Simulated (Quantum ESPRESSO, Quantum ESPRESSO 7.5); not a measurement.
# O on top sites of TaN(001), stepped through the coverage

Wanted: a table for O on top sites of TaN(001) against the coverage, and what can be fitted to it.

Method: plane-wave DFT, PBE, GBRV ultrasoft pseudopotentials, in Quantum ESPRESSO 7.5.

Report form: the programs' logs are mostly left out.

## 1. The structure

It takes space group Fm-3m (No. 225, cubic). The conventional cell has a = 4.420 Å, b = 4.420 Å, c = 4.420 Å, α = 90.00°, β = 90.00°, γ = 90.00°. Nearest to Ta lie 6 N at 2.21 Å. Nearest to N lie 6 Ta at 2.21 Å. Farther neighbours and most contacts between anions are not listed.

Set-up: Slabs of 3 layers, covered on the upper face; adsorbates and the top layer relax in a periodic cell, the rest is held (the clean slab relaxes both outer layers); a run under open boundaries (ESM, bc1) gives both vacuum levels. Cells of one to 6 surface sites carry the coverages, on meshes of like density; cold smearing of 0.02 Ry. The slabs take the lattice constants of the bulk relaxed by the same program.

Members 0.25, 0.3333, 0.5 and 0.6667 took the same steps and show in the table alone.

## 2. Variable-cell relaxation of the reference

The bulk crystal is relaxed in cell and atoms; the members are built on its lattice constants.

ref.vc.in

```
&control
  prefix = 'ref.vc'
  outdir = './out'
  pseudo_dir = './pseudo'
  nstep = 40
  forc_conv_thr = 0.0003
  calculation = 'vc-relax'
/
&system
  ibrav = 0
  nat = 4
  ntyp = 2
  ecutwfc = 50
  ecutrho = 250
  occupations = 'smearing'
  smearing = 'mv'
  degauss = 0.02
/
&electrons
  conv_thr = 1e-09
  mixing_beta = 0.4
  electron_maxstep = 120
/
&ions
/
&cell
  press_conv_thr = 0.3
/
ATOMIC_SPECIES
  Ta  180.9479  ta_pbe_v1.uspp.F.UPF
  N   14.0070  n_pbe_v1.2.uspp.F.UPF
CELL_PARAMETERS angstrom
  3.12541197284454 0.00000000000000 0.00000000000000
  0.00000000000000 3.12541197284454 0.00000000000000
  0.00000000000000 0.00000000000000 4.42000000000000
ATOMIC_POSITIONS crystal
  Ta  0.000000000000 0.000000000000 0.000000000000
  N   0.500000000000 0.500000000000 0.000000000000
  Ta  0.500000000000 0.500000000000 0.500000000000
  N   0.000000000000 0.000000000000 0.500000000000
K_POINTS automatic
  13 13 9 0 0 0
```

Started as:

```sh
$ OMP_NUM_THREADS=1 mpirun -n 16 pw.x -nk 16 -in ref.vc.in > ref.vc.out
```

Run time: 28 s. Hardware: 16 MPI ranks of Arm Neoverse V2, shared host; peak memory 1.2 GiB.

The steps of the relaxation:

| step | energy less that of the first step (eV) | largest force (eV/Å) | volume (Å³) |
| --- | --- | --- | --- |
| 1 | 0.0000 | 0.0000 | 43.18 |
| 2 | -0.0003 | 0.0000 | 42.95 |
| 3 | -0.0005 | 0.0000 | 43.05 |
| 4 | -0.0005 | 0.0000 | 43.04 |
| 5 | -0.0003 | 0.0000 | 43.04 |

| cell as run | before | after | change |
| --- | --- | --- | --- |
| a (Å) | 3.125 | 3.121 | -0.1 % |
| b (Å) | 3.125 | 3.121 | -0.1 % |
| c (Å) | 4.420 | 4.420 | -0.0 % |
| volume (Å³/atom) | 10.79 | 10.76 | -0.3 % |

 The last row is no step: it is a fresh SCF in the final cell with a new plane-wave basis, +0 meV from the row before.

Read from the output:

- free energy: -4412.2741 eV
- Fermi energy: 21.41 eV

## 3. Ground state of the reference

A bulk run at that cell gives the reference energy and levels.

ref.bulk.in

```
&control
  prefix = 'ref.bulk'
  outdir = './out'
  pseudo_dir = './pseudo'
  calculation = 'scf'
  tprnfor = .true.
/
&system
  ibrav = 0
  nat = 4
  ntyp = 2
  ecutwfc = 40
  ecutrho = 200
  occupations = 'smearing'
  smearing = 'mv'
  degauss = 0.02
/
&electrons
  conv_thr = 1e-09
  mixing_beta = 0.4
  electron_maxstep = 120
/
ATOMIC_SPECIES
  Ta  180.9479  ta_pbe_v1.uspp.F.UPF
  N   14.0070  n_pbe_v1.2.uspp.F.UPF
CELL_PARAMETERS angstrom
  3.12077692700000 0.00000000000000 0.00000000000000
  0.00000000000000 3.12077692700000 0.00000000000000
  0.00000000000000 0.00000000000000 4.41962110400000
ATOMIC_POSITIONS crystal
  Ta  0.000000000000 0.000000000000 0.000000000000
  N   0.500000000000 0.500000000000 0.000000000000
  Ta  0.500000000000 0.500000000000 0.500000000000
  N   0.000000000000 0.000000000000 0.500000000000
K_POINTS automatic
  13 13 9 0 0 0
```

Started as:

```sh
$ OMP_NUM_THREADS=1 mpirun -n 16 pw.x -nk 16 -in ref.bulk.in > ref.bulk.out
```

Run time: 5.6 s. Hardware: 16 MPI ranks; peak memory 0.94 GiB; 87 s of CPU time.

Numbers from this step:

```
free energy : -4412.1903 eV
```

## 4. Relaxation with pw.x of the reference

The free molecule gives the reference for adsorption energies.

System of this step: O2 molecule in a box. The cell holds 2 atoms: 2 O. Cell: a = 11.000 Å, b = 11.500 Å, c = 13.000 Å, α = 90.0°, β = 90.0°, γ = 90.0°. Vacuum lies along a, b and c.

ref.gas.in

```
&control
  prefix = 'ref.gas'
  outdir = './out'
  pseudo_dir = './pseudo'
  nstep = 40
  forc_conv_thr = 0.001
  calculation = 'relax'
/
&system
  ibrav = 0
  nat = 2
  ntyp = 1
  ecutwfc = 40
  ecutrho = 200
  occupations = 'smearing'
  smearing = 'gaussian'
  degauss = 0.002
  nspin = 2
  starting_magnetization(1) = 0.5
/
&electrons
  conv_thr = 1e-07
  mixing_beta = 0.4
  electron_maxstep = 120
/
&ions
/
ATOMIC_SPECIES
  O   15.9990  o_pbe_v1.2.uspp.F.UPF
CELL_PARAMETERS angstrom
  11.00000000000000 0.00000000000000 0.00000000000000
  0.00000000000000 11.50000000000000 0.00000000000000
  0.00000000000000 0.00000000000000 13.00000000000000
ATOMIC_POSITIONS crystal
  O   0.500000000000 0.500000000000 0.452692307692
  O   0.500000000000 0.500000000000 0.547307692308
K_POINTS automatic
  1 1 1 0 0 0
```

Started as:

```sh
$ OMP_NUM_THREADS=1 mpirun -n 16 pw.x -nk 1 -in ref.gas.in > ref.gas.out
```

Elapsed: 6.7 s, on 16 MPI ranks; peak memory 2.2 GiB.

The steps of the relaxation:

| step | energy less that of the first step (eV) | largest force (eV/Å) |
| --- | --- | --- |
| 1 | 0.0000 | 0.3863 |
| 2 | 0.0027 | 0.7517 |
| 3 | -0.0011 | 0.0152 |

Read from the output:

- free energy: -874.9428 eV
- Fermi energy: -5.528 eV
- magnetization: 2 μB
- absolute magnetization: 2.05 μB
- site moments: 0.5692, 0.5692 μB

## 5. Relaxing the ions, 0 ML

What the set-up leaves free in this member is relaxed.

System of this step: TaN(001), 3 layers, 1 sites a cell. The cell holds 6 atoms: 3 Ta and 3 N. Its edges and angles: a = 3.121 Å, b = 3.121 Å, c = 18.418 Å, α = 90.0°, β = 90.0°, γ = 90.0°. It derives from TaN. Vacuum lies along c.

m0.relax.in

```
&control
  prefix = 'm0.relax'
  outdir = './out'
  pseudo_dir = './pseudo'
  nstep = 70
  forc_conv_thr = 0.0015
  calculation = 'relax'
/
&system
  ibrav = 0
  nat = 6
  ntyp = 2
  ecutwfc = 40
  ecutrho = 200
  occupations = 'smearing'
  smearing = 'mv'
  degauss = 0.02
/
&electrons
  conv_thr = 1e-07
  mixing_beta = 0.3
  electron_maxstep = 120
  mixing_mode = 'local-TF'
/
&ions
/
ATOMIC_SPECIES
  Ta  180.9479  ta_pbe_v1.uspp.F.UPF
  N   14.0070  n_pbe_v1.2.uspp.F.UPF
CELL_PARAMETERS angstrom
  3.12077692700000 0.00000000000000 0.00000000000000
  0.00000000000000 3.12077692700000 0.00000000000000
  0.00000000000000 0.00000000000000 18.41842098092308
ATOMIC_POSITIONS crystal
  Ta  0.000000000000 0.000000000000 0.380021715527
  N   0.500000000000 0.500000000000 0.380021715527
  Ta  0.500000000000 0.500000000000 0.500000000000 0 0 0
  N   0.000000000000 0.000000000000 0.500000000000 0 0 0
  Ta  0.000000000000 0.000000000000 0.619978284473
  N   0.500000000000 0.500000000000 0.619978284473
K_POINTS automatic
  7 7 1 0 0 0
```

Started as:

```sh
$ OMP_NUM_THREADS=1 mpirun -n 16 pw.x -nk 2 -in m0.relax.in > m0.relax.out
```

The job ended after 38 s (16 MPI ranks; peak memory 1.1 GiB).

Relaxation path:

| step | energy less that of the first step (eV) | largest force (eV/Å) |
| --- | --- | --- |
| 1 | 0.0000 | 1.6302 |
| 2 | -0.1802 | 1.1813 |
| 3 | -0.3137 | 0.7468 |
| 4 | -0.4272 | 0.3689 |
| 5 | -0.4263 | 0.7708 |
| 6 | -0.4459 | 0.1580 |
| 7 | -0.4474 | 0.1332 |
| 8 | -0.4492 | 0.1115 |
| 9 | -0.4508 | 0.0359 |
| 10 | -0.4509 | 0.0028 |

The atoms that moved most (Å):

| atom | dx | dy | dz | length |
| --- | --- | --- | --- | --- |
| N6 | 0.000 | 0.000 | 0.169 | 0.169 |
| N2 | 0.000 | 0.000 | -0.169 | 0.169 |
| Ta1 | 0.000 | 0.000 | 0.138 | 0.138 |
| Ta5 | 0.000 | 0.000 | -0.138 | 0.138 |

Final coordinates:

```xyz
6
Lattice="3.1208 0.0000 0.0000 0.0000 3.1208 0.0000 0.0000 0.0000 18.4184" Properties=species:S:1:pos:R:3
Ta    0.0000    0.0000    7.1375
N     1.5604    1.5604    6.8300
Ta    1.5604    1.5604    9.2092
N     0.0000    0.0000    9.2092
Ta    0.0000    0.0000   11.2809
N     1.5604    1.5604   11.5884
```

The relaxation lowers the energy by 75 meV an atom. On the free atoms the largest force ends at 0.003 eV/Å.

This step gave:

```
free energy  : -6616.7282 eV
Fermi energy : 5.537 eV
```

## 6. Self-consistent run, 0 ML

A run under open boundaries on these atoms gives the vacuum levels.

m0.esm.in

```
&control
  prefix = 'm0.esm'
  outdir = './out'
  pseudo_dir = './pseudo'
  calculation = 'scf'
  tprnfor = .true.
/
&system
  ibrav = 0
  nat = 6
  ntyp = 2
  ecutwfc = 40
  ecutrho = 200
  occupations = 'smearing'
  smearing = 'mv'
  degauss = 0.02
  assume_isolated = 'esm'
  esm_bc = 'bc1'
/
&electrons
  conv_thr = 1e-07
  mixing_beta = 0.25
  electron_maxstep = 160
  mixing_mode = 'local-TF'
  mixing_ndim = 12
/
ATOMIC_SPECIES
  Ta  180.9479  ta_pbe_v1.uspp.F.UPF
  N   14.0070  n_pbe_v1.2.uspp.F.UPF
CELL_PARAMETERS angstrom
  3.12077692700000 0.00000000000000 0.00000000000000
  0.00000000000000 3.12077692700000 0.00000000000000
  0.00000000000000 0.00000000000000 18.41842098092308
ATOMIC_POSITIONS crystal
  Ta  0.000000000000 0.000000000000 -0.112478443900
  N   0.500000000000 0.500000000000 -0.129175679400
  Ta  0.500000000000 0.500000000000 0.000000000000
  N   0.000000000000 0.000000000000 0.000000000000
  Ta  0.000000000000 0.000000000000 0.112478443900
  N   0.500000000000 0.500000000000 0.129175679400
K_POINTS automatic
  7 7 1 0 0 0
```

Started as:

```sh
$ OMP_NUM_THREADS=1 mpirun -n 16 pw.x -nk 2 -in m0.esm.in > m0.esm.out
```

Run time: 13 s. Hardware: 16 MPI ranks; peak memory 1.1 GiB.

Read from the output:

| Quantity | Value |
| --- | --- |
| free energy | -6616.7286 eV |
| Fermi energy | -3.363 eV |
| vacuum line at the lower end of the cell, over the Fermi level | 3.363 eV |
| vacuum line at the upper end of the cell, over the Fermi level | 3.363 eV |

Electrostatic potential energy of an electron; zero at the Fermi level. Table of potential energy, planar mean by z:

| z (Å) | potential energy, planar mean (eV) |
| --- | --- |
| -9.0 | 3.36 |
| -8.5 | 3.36 |
| -8.0 | 3.36 |
| -7.5 | 3.36 |
| -7.0 | 3.36 |
| -6.5 | 3.36 |
| -6.0 | 3.35 |
| -5.5 | 3.33 |
| -5.0 | 3.28 |
| -4.5 | 3.14 |
| -4.0 | 2.72 |
| -3.5 | 1.32 |
| -3.0 | -3.87 |
| -2.5 | -15.0 |
| -2.0 | -11.8 |
| -1.5 | -7.32 |
| -1.0 | -5.19 |
| -0.5 | -9.79 |
| 0.0 | -17.0 |
| 0.5 | -9.79 |
| 1.0 | -5.19 |
| 1.5 | -7.32 |
| 2.0 | -11.8 |
| 2.5 | -15.0 |
| 3.0 | -3.87 |
| 3.5 | 1.32 |
| 4.0 | 2.72 |
| 4.5 | 3.14 |
| 5.0 | 3.28 |
| 5.5 | 3.33 |
| 6.0 | 3.35 |
| 6.5 | 3.36 |
| 7.0 | 3.36 |
| 7.5 | 3.36 |
| 8.0 | 3.36 |
| 8.5 | 3.36 |
| 9.0 | 3.36 |

The vacuum levels are read from the outermost 0.7 Å of the cell on either side.

Inside the slab this potential holds the local part of the pseudopotentials, which can be repulsive at the nuclei; only its value in the vacuum has a meaning of its own.

## 7. Relaxation with pw.x, 0.1667 ML

System of this step: TaN(001), 3 layers, 6 sites a cell, 1 O on top sites. The cell holds 37 atoms: 18 Ta, 18 N and 1 O. Its edges and angles: a = 9.362 Å, b = 6.242 Å, c = 20.778 Å, α = 90.0°, β = 90.0°, γ = 90.0°. It derives from TaN. Vacuum lies along c.

m1.relax.in

```
&control
  prefix = 'm1.relax'
  outdir = './out'
  pseudo_dir = './pseudo'
  nstep = 70
  forc_conv_thr = 0.0015
  calculation = 'relax'
/
&system
  ibrav = 0
  nat = 37
  ntyp = 3
  ecutwfc = 40
  ecutrho = 200
  occupations = 'smearing'
  smearing = 'mv'
  degauss = 0.02
/
&electrons
  conv_thr = 1e-07
  mixing_beta = 0.3
  electron_maxstep = 120
  mixing_mode = 'local-TF'
/
&ions
/
ATOMIC_SPECIES
  Ta  180.9479  ta_pbe_v1.uspp.F.UPF
  N   14.0070  n_pbe_v1.2.uspp.F.UPF
  O   15.9990  o_pbe_v1.2.uspp.F.UPF
CELL_PARAMETERS angstrom
  9.36233078100000 0.00000000000000 0.00000000000000
  0.00000000000000 6.24155385400000 0.00000000000000
  0.00000000000000 0.00000000000000 20.77821867446154
ATOMIC_POSITIONS crystal
  Ta  0.000000000000 0.000000000000 0.336862367661 0 0 0
  Ta  0.000000000000 0.500000000000 0.336862367661 0 0 0
  Ta  0.333333333300 0.000000000000 0.336862367661 0 0 0
  Ta  0.333333333300 0.500000000000 0.336862367661 0 0 0
  Ta  0.666666666700 0.000000000000 0.336862367661 0 0 0
  Ta  0.666666666700 0.500000000000 0.336862367661 0 0 0
  N   0.166666666700 0.250000000000 0.336862367661 0 0 0
  N   0.166666666700 0.750000000000 0.336862367661 0 0 0
[... 25 atom lines left out ...]
  N   0.500000000000 0.750000000000 0.549566891242
  N   0.833333333300 0.250000000000 0.549566891242
  N   0.833333333300 0.750000000000 0.549566891242
  O   0.000000000000 0.000000000000 0.663137632339
K_POINTS automatic
  3 4 1 0 0 0
```

Started as:

```sh
$ OMP_NUM_THREADS=1 mpirun -n 16 pw.x -nk 1 -in m1.relax.in > m1.relax.out
```

The job ended after 51 min (16 MPI ranks; peak memory 4.7 GiB; 14 h of CPU time).

The steps of the relaxation:

| step | energy less that of the first step (eV) | largest force (eV/Å) |
| --- | --- | --- |
| 1 | 0.0000 | 5.7842 |
| 2 | -1.7306 | 6.6348 |
| 3 | -3.6616 | 5.4268 |
| 4 | -3.1213 | 15.2678 |
| 5 | -4.2411 | 1.6815 |
| 6 | -4.3073 | 1.9134 |
| 7 | -4.3690 | 1.4556 |
| 8 | -4.4284 | 1.1808 |
| 9 | -4.5049 | 0.8411 |
| 10 | -4.5942 | 0.4054 |
| 11 | -4.6678 | 0.3853 |
| 12 | -4.6866 | 0.4235 |
| 13 | -4.7018 | 0.4102 |
| 14 | -4.7066 | 0.1650 |
| 15 | -4.7072 | 0.0598 |
| 16 | -4.7076 | 0.0932 |
| 17 | -4.7081 | 0.0980 |
| 18 | -4.7085 | 0.0627 |
| 19 | -4.7088 | 0.0268 |

The atoms that moved most (Å):

| atom | dx | dy | dz | length |
| --- | --- | --- | --- | --- |
| Ta25 | 0.000 | 0.000 | 0.587 | 0.587 |
| N33 | 0.000 | 0.004 | 0.395 | 0.395 |
| N34 | 0.000 | -0.004 | 0.395 | 0.395 |
| Ta28 | 0.118 | 0.000 | -0.100 | 0.155 |
| Ta30 | -0.118 | 0.000 | -0.100 | 0.155 |
| Ta26 | 0.000 | 0.000 | -0.145 | 0.145 |
| Ta27 | 0.089 | 0.000 | -0.110 | 0.142 |
| Ta29 | -0.089 | 0.000 | -0.110 | 0.142 |

The relaxation lowers the energy by 127 meV an atom. On the free atoms the largest force ends at 0.027 eV/Å.

This step gave:

```
free energy  : -40140.8586 eV
Fermi energy : 4.133 eV
```

## 8. Self-consistent run, 0.1667 ML

m1.esm.in

```
&control
  prefix = 'm1.esm'
  outdir = './out'
  pseudo_dir = './pseudo'
  calculation = 'scf'
  tprnfor = .true.
/
&system
  ibrav = 0
  nat = 37
  ntyp = 3
  ecutwfc = 40
  ecutrho = 200
  occupations = 'smearing'
  smearing = 'mv'
  degauss = 0.02
  assume_isolated = 'esm'
  esm_bc = 'bc1'
/
&electrons
  conv_thr = 1e-07
  mixing_beta = 0.25
  electron_maxstep = 160
  mixing_mode = 'local-TF'
  mixing_ndim = 12
/
ATOMIC_SPECIES
  Ta  180.9479  ta_pbe_v1.uspp.F.UPF
  N   14.0070  n_pbe_v1.2.uspp.F.UPF
  O   15.9990  o_pbe_v1.2.uspp.F.UPF
CELL_PARAMETERS angstrom
  9.36233078100000 0.00000000000000 0.00000000000000
  0.00000000000000 6.24155385400000 0.00000000000000
  0.00000000000000 0.00000000000000 20.77821867446154
ATOMIC_POSITIONS crystal
  Ta  0.000000000000 0.000000000000 -0.162298915250
  Ta  0.000000000000 0.500000000000 -0.162298915250
  Ta  0.333333333300 0.000000000000 -0.162298915250
  Ta  0.333333333300 0.500000000000 -0.162298915250
  Ta  0.666666666700 0.000000000000 -0.162298915250
  Ta  0.666666666700 0.500000000000 -0.162298915250
  N   0.166666666700 0.250000000000 -0.162298915250
  N   0.166666666700 0.750000000000 -0.162298915250
[... 25 atom lines left out ...]
  N   0.500000000000 0.749367562500 0.069428228950
  N   0.835614702900 0.245190977900 0.052688839850
  N   0.835614702900 0.754809022100 0.052688839850
  O   0.000000000000 0.000000000000 0.162298915250
K_POINTS automatic
  3 4 1 0 0 0
```

Started as:

```sh
$ OMP_NUM_THREADS=1 mpirun -n 16 pw.x -nk 1 -in m1.esm.in > m1.esm.out
```

Wall time 16 min (16 MPI ranks); peak memory 4.5 GiB; 4.3 h of CPU time.

Read from the output:

| Quantity | Value |
| --- | --- |
| free energy | -40140.8504 eV |
| Fermi energy | -4.154 eV |
| vacuum line at the lower end of the cell, over the Fermi level | 3.759 eV |
| vacuum line at the upper end of the cell, over the Fermi level | 4.550 eV |

Inside the slab this potential holds the local part of the pseudopotentials, which can be repulsive at the nuclei; only its value in the vacuum has a meaning of its own.

## 9. Relaxation with pw.x, 0.75 ML

System of this step: TaN(001), 3 layers, 4 sites a cell, 3 O on top sites. The cell holds 27 atoms: 12 Ta, 12 N and 3 O. Cell: a = 6.242 Å, b = 6.242 Å, c = 20.778 Å, α = 90.0°, β = 90.0°, γ = 90.0°. It derives from TaN. Vacuum lies along c.

m6.relax.in

```
&control
  prefix = 'm6.relax'
  outdir = './out'
  pseudo_dir = './pseudo'
  nstep = 70
  forc_conv_thr = 0.0015
  calculation = 'relax'
/
&system
  ibrav = 0
  nat = 27
  ntyp = 3
  ecutwfc = 40
  ecutrho = 200
  occupations = 'smearing'
  smearing = 'mv'
  degauss = 0.02
/
&electrons
  conv_thr = 1e-07
  mixing_beta = 0.3
  electron_maxstep = 120
  mixing_mode = 'local-TF'
/
&ions
/
ATOMIC_SPECIES
  Ta  180.9479  ta_pbe_v1.uspp.F.UPF
  N   14.0070  n_pbe_v1.2.uspp.F.UPF
  O   15.9990  o_pbe_v1.2.uspp.F.UPF
CELL_PARAMETERS angstrom
  6.24155385400000 0.00000000000000 0.00000000000000
  0.00000000000000 6.24155385400000 0.00000000000000
  0.00000000000000 0.00000000000000 20.77821867446154
ATOMIC_POSITIONS crystal
  Ta  0.000000000000 0.500000000000 0.336862367661 0 0 0
  Ta  0.500000000000 0.000000000000 0.336862367661 0 0 0
  Ta  0.500000000000 0.500000000000 0.336862367661 0 0 0
  Ta  0.000000000000 0.000000000000 0.336862367661 0 0 0
  N   0.250000000000 0.750000000000 0.336862367661 0 0 0
  N   0.750000000000 0.250000000000 0.336862367661 0 0 0
  N   0.750000000000 0.750000000000 0.336862367661 0 0 0
  N   0.250000000000 0.250000000000 0.336862367661 0 0 0
[... 15 atom lines left out ...]
  N   0.250000000000 0.250000000000 0.549566891242
  O   0.000000000000 0.500000000000 0.663137632339
  O   0.500000000000 0.000000000000 0.663137632339
  O   0.500000000000 0.500000000000 0.663137632339
K_POINTS automatic
  4 4 1 0 0 0
```

Started as:

```sh
$ OMP_NUM_THREADS=1 mpirun -n 16 pw.x -nk 1 -in m6.relax.in > m6.relax.out
```

Elapsed: 19 min, on 16 MPI ranks; peak memory 3.3 GiB.

The steps of the relaxation:

| step | energy less that of the first step (eV) | largest force (eV/Å) |
| --- | --- | --- |
| 1 | 0.0000 | 6.1283 |
| 2 | -4.3741 | 7.8325 |
| 3 | -9.8249 | 6.7144 |
| 4 | -6.9839 | 20.8393 |
| 5 | -11.3963 | 2.5504 |
| 6 | -11.5475 | 2.2660 |
| 7 | -11.6411 | 0.6846 |
| 8 | -11.6862 | 0.6276 |
| 9 | -11.7181 | 0.7973 |
| 10 | -11.7450 | 0.8380 |
| 11 | -11.7800 | 0.4689 |
| 12 | -11.7928 | 0.2197 |
| 13 | -11.7990 | 0.1626 |
| 14 | -11.8031 | 0.1752 |
| 15 | -11.8046 | 0.0955 |
| 16 | -11.8050 | 0.0318 |

The atoms that moved most (Å):

| atom | dx | dy | dz | length |
| --- | --- | --- | --- | --- |
| Ta18 | 0.000 | 0.000 | 0.509 | 0.509 |
| Ta17 | 0.000 | 0.000 | 0.509 | 0.509 |
| Ta19 | 0.000 | 0.000 | 0.479 | 0.479 |
| O27 | 0.000 | 0.000 | -0.158 | 0.158 |
| Ta20 | 0.000 | 0.000 | -0.145 | 0.145 |
| O25 | 0.000 | 0.000 | -0.130 | 0.130 |
| O26 | 0.000 | 0.000 | -0.130 | 0.130 |
| N24 | 0.008 | 0.008 | 0.033 | 0.034 |

The relaxation lowers the energy by 437 meV an atom. On the free atoms the largest force ends at 0.032 eV/Å.

This step gave:

| Item | Value |
| --- | --- |
| free energy | -27789.9679 eV |
| Fermi energy | 3.7 eV |

[end of part 1 of 2]

[Logs are printed without paths, hosts, clocks, repeated set-up lines and the standing remarks that a program may print on its own settings, such as how far it seeks lower states.]

[Hosts, paths, dates, database ids (printed as entryN), source tags and the programs' standing remarks are cut or masked in the printed files.]

[Maps of the electrostatic potential energy from Ansatz leave out the sawtooth potential of an applied field or a dipole correction, so their vacuum need not be flat; planar profiles and work functions include it.]
